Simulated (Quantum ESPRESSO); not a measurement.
## Collinear magnetic orders of MnGaGe with Quantum ESPRESSO

Aim: find out which collinear order of MnGaGe costs least.

Main program and level: Quantum ESPRESSO 7.5; LDA; plane waves with GBRV 1.5 LDA potentials, no spin-orbit coupling.

Most raw output is cut from this account.

## 1. Set-up

Symmetry: P4/nmm, No. 129, tetragonal system. Conventional cell: a = 3.946 Å, b = 3.946 Å, c = 5.911 Å, α = 90.00°, β = 90.00°, γ = 90.00°. Mn has 4 Ge at 2.58 Å and 4 Ga at 2.64 Å and 4 Mn at 2.79 Å nearest. Nearest to Ga lie 5 Ge at 2.50 to 2.79 Å and 4 Mn at 2.64 Å. Nearest to Ge lie 5 Ga at 2.50 to 2.79 Å and 4 Mn at 2.58 Å. Farther neighbours are not listed.

The cell comes from Materials Project 2023-11-01, a database of computed structures, and need not be the stable phase.

## 2. Run 1 (ferro ++)

The signs are those of the starting moments on the seeded atoms, the atoms that are given a moment.

Input file pw.in:

```
&CONTROL
  calculation = 'scf'
  prefix = 'pwscf'
  outdir = './tmp'
  pseudo_dir = './pseudo'
  disk_io = 'nowf'
/
&SYSTEM
  ibrav = 0
  nat = 6
  ntyp = 3
  ecutwfc = 40
  ecutrho = 280
  nbnd = 64
  occupations = 'smearing'
  smearing = 'fd'
  degauss = 0.00734986
  nspin = 2
  starting_magnetization(1) = 0.2333
  starting_magnetization(2) = 0
  starting_magnetization(3) = 0
/
&ELECTRONS
  conv_thr = 1.2d-08
  electron_maxstep = 150
  mixing_beta = 0.3
/
ATOMIC_SPECIES
Mn     54.9380 mn_lda_v1.5.uspp.F.UPF
Ga     69.7230 ga_lda_v1.4.uspp.F.UPF
Ge     72.6300 ge_lda_v1.4.uspp.F.UPF
CELL_PARAMETERS angstrom
   3.9459570000    0.0000000000    0.0000000000
   0.0000000000    3.9459570000    0.0000000000
   0.0000000000    0.0000000000    5.9108820000
ATOMIC_POSITIONS crystal
Mn      0.0000000000    0.0000000000    0.0000000000
Mn      0.5000000000    0.5000000000    0.0000000000
Ga      0.0000000000    0.5000000000    0.7037730000
Ga      0.5000000000    0.0000000000    0.2962270000
Ge      0.0000000000    0.5000000000    0.2809470000
Ge      0.5000000000    0.0000000000    0.7190530000
K_POINTS automatic
6 6 6 0 0 0
```

On the command line:

```sh
> OMP_NUM_THREADS=1 mpirun -n 4 pw.x -nk 4 -in pw.in > pw.out
```

Wall time 64 s (4 MPI ranks of Intel Xeon Platinum 8488C (Sapphire Rapids), shared host); peak memory 0.71 GiB; 4.2 min of CPU time.

Spin moment in the atom's sphere by atom:

| atom | spin moment in the atom's sphere (μB) |
| --- | --- |
| Mn1 | 1.99 |
| Mn2 | 1.99 |
| Ga3 | -0.02 |
| Ga4 | -0.02 |
| Ge5 | -0.05 |
| Ge6 | -0.05 |

Numbers from this step:

| Item | Value |
| --- | --- |
| smearing term TS | 0.1222 eV |
| magnetization | 3.901 μB |
| absolute magnetization | 4.413 μB |
| final state | ferromagnetic |

## 3. Run 2 (antiferro +−)

Changes to pw.in since step 2:

```diff
@@ -10,6 +10,6 @@
   nat = 6
-  ntyp = 3
+  ntyp = 4
   ecutwfc = 40
   ecutrho = 280
-  nbnd = 64
+  nbnd = 60
   occupations = 'smearing'
@@ -19,4 +19,5 @@
   starting_magnetization(1) = 0.2333
-  starting_magnetization(2) = 0
+  starting_magnetization(2) = -0.2333
   starting_magnetization(3) = 0
+  starting_magnetization(4) = 0
 /
@@ -28,3 +29,4 @@
 ATOMIC_SPECIES
-Mn     54.9380 mn_lda_v1.5.uspp.F.UPF
+Mn1    54.9380 mn_lda_v1.5.uspp.F.UPF
+Mn2    54.9380 mn_lda_v1.5.uspp.F.UPF
 Ga     69.7230 ga_lda_v1.4.uspp.F.UPF
@@ -36,4 +38,4 @@
 ATOMIC_POSITIONS crystal
-Mn      0.0000000000    0.0000000000    0.0000000000
-Mn      0.5000000000    0.5000000000    0.0000000000
+Mn1     0.0000000000    0.0000000000    0.0000000000
+Mn2     0.5000000000    0.5000000000    0.0000000000
 Ga      0.0000000000    0.5000000000    0.7037730000
```

Wall time 60 s (4 MPI ranks); peak memory 0.71 GiB; 4 min of CPU time.

Spin moment in the atom's sphere by atom:

| atom | spin moment in the atom's sphere (μB) |
| --- | --- |
| Mn1 | 2.31 |
| Mn2 | -2.31 |
| Ga3 | 0.00 |
| Ga4 | 0.00 |
| Ge5 | 0.00 |
| Ge6 | 0.00 |

This step gave:

```yaml
smearing_term_ts: 0.1536 eV
magnetization: 0 μB
absolute_magnetization: 5.146 μB
final_state: antiferromagnetic
```

## 4. Run 3 (no spin polarisation)

Changes to pw.in since step 3:

```diff
@@ -10,3 +10,3 @@
   nat = 6
-  ntyp = 4
+  ntyp = 3
   ecutwfc = 40
@@ -17,7 +17,2 @@
   degauss = 0.00734986
-  nspin = 2
-  starting_magnetization(1) = 0.2333
-  starting_magnetization(2) = -0.2333
-  starting_magnetization(3) = 0
-  starting_magnetization(4) = 0
 /
@@ -29,4 +24,3 @@
 ATOMIC_SPECIES
-Mn1    54.9380 mn_lda_v1.5.uspp.F.UPF
-Mn2    54.9380 mn_lda_v1.5.uspp.F.UPF
+Mn     54.9380 mn_lda_v1.5.uspp.F.UPF
 Ga     69.7230 ga_lda_v1.4.uspp.F.UPF
@@ -38,4 +32,4 @@
 ATOMIC_POSITIONS crystal
-Mn1     0.0000000000    0.0000000000    0.0000000000
-Mn2     0.5000000000    0.5000000000    0.0000000000
+Mn      0.0000000000    0.0000000000    0.0000000000
+Mn      0.5000000000    0.5000000000    0.0000000000
 Ga      0.0000000000    0.5000000000    0.7037730000
```

Wall time 29 s (4 MPI ranks); peak memory 0.47 GiB; 1.9 min of CPU time.

This step gave:

- smearing term TS: 0.2903 eV
- final state: non-magnetic (no spin polarisation)

## 5. The states side by side

An order is kept where moments of 0.15 μB or more survive with the typed signs; meshes match where a doubled cell samples the same k points as the first cell.

Orders:

| start | final state | typed order kept | energy over the lowest (meV a seeded atom) | largest site moment (μB) | net moment (μB a cell of the first run) | mesh matched | CPU time (s) |
| --- | --- | --- | --- | --- | --- | --- | --- |
| ferro ++ | ferromagnetic | yes | 0 | 1.989 | 3.901 | yes | 253.6 |
| antiferro +- | antiferromagnetic | yes | 88.16 | 2.312 | 0 | yes | 240 |
| no spin polarisation | non-magnetic | - | 248 | 0 | 0 | yes | 114.1 |

## 6. Summary of results

- lowest state found: ferromagnetic (from ferro ++)
- largest site moment: 1.99 μB
- next state with moments: antiferromagnetic, 88.2 meV a seeded atom higher
- state without moments: 248 meV a seeded atom higher

What this shows: This is the lowest of 3 collinear or spinless starts, no proof of the ground state. Energies are free energies at an electronic temperature of 1160 K, which lowers moments and differences where the moments are itinerant.

[Logs and program files are shortened in this print: banners, set-up blocks, solver, clock and traceback lines can be left out without a mark of their own.]

[Logs are printed without paths, hosts, clocks, repeated set-up lines and the standing remarks that a program may print on its own settings, such as how far it seeks lower states.]

[Hosts, paths, dates, database ids (printed as entryN), source tags and the programs' standing remarks are cut or masked in the printed files.]

[Where a cell is said to come from a database of computed structures, the database is the Materials Project.]
